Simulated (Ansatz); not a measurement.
System: SrCaTi2O6 (perovskite [001] superlattice) (P4/mmm).

The structure was built from a prototype and need not be the compound's stable phase.

```xyz
10
Lattice="3.8302 0.0000 0.0000 0.0000 3.8302 0.0000 0.0000 0.0000 7.6566" Properties=species:S:1:pos:R:3 pbc="T T T"
Sr    0.0000    0.0000    0.9682
O     1.9151    1.9151    0.9682
Ti    1.9151    1.9151    2.9055
O     1.9151    0.0000    2.9236
O     0.0000    1.9151    2.9236
Ca    0.0000    0.0000    4.7966
O     1.9151    1.9151    4.7965
Ti    1.9151    1.9151    6.6875
O     1.9151    0.0000    6.6692
O     0.0000    1.9151    6.6692
```

The structure was relaxed with LDA. The runs that relaxed it are not among those shown.

Gaps computed with Ansatz 0.2.0 without a self-energy: LDA 1.87 eV and LDA+SOC 1.85 eV.

Q: Estimate the G0W0@LDA gap with 4×4×2 mesh, 217 empty bands, screening to 90 eV, PAW set soft_1 files.

About 3.58 eV: on its mesh the run moves the gap from 1.85 eV by +1.73 eV. Bands and cutoff are finite, so the gap is not at the basis limit. The miss can reach some tenths of an eV and take either sign; the mesh is an error of its own. The 4×4×2 mesh is coarse for this cell (its supercell is 15 Å along the shortest edge). The RPA ε∞ on it, from the LDA start, is 6.81 and 6.83; such meshes misread the long-range screening, most where the gap is narrow. The many-body steps are scalar-relativistic: spin-orbit coupling is not in them.

[Paths, hosts, dates, memory and timing lines, banners, echoed tables and standing remarks are left out of the program output.]

[Logs are printed without paths, hosts, clocks, repeated set-up lines and the standing remarks that a program may print on its own settings, such as how far it seeks lower states.]

[Runs of the session that timed out or met a known fault of the program may be left out.]

[Cells called generated may have been cut or substituted from an entry of the Crystallography Open Database or the Materials Project.]

[Hosts, paths, dates, database ids (printed as entryN), source tags and the programs' standing remarks are cut or masked in the printed files.]
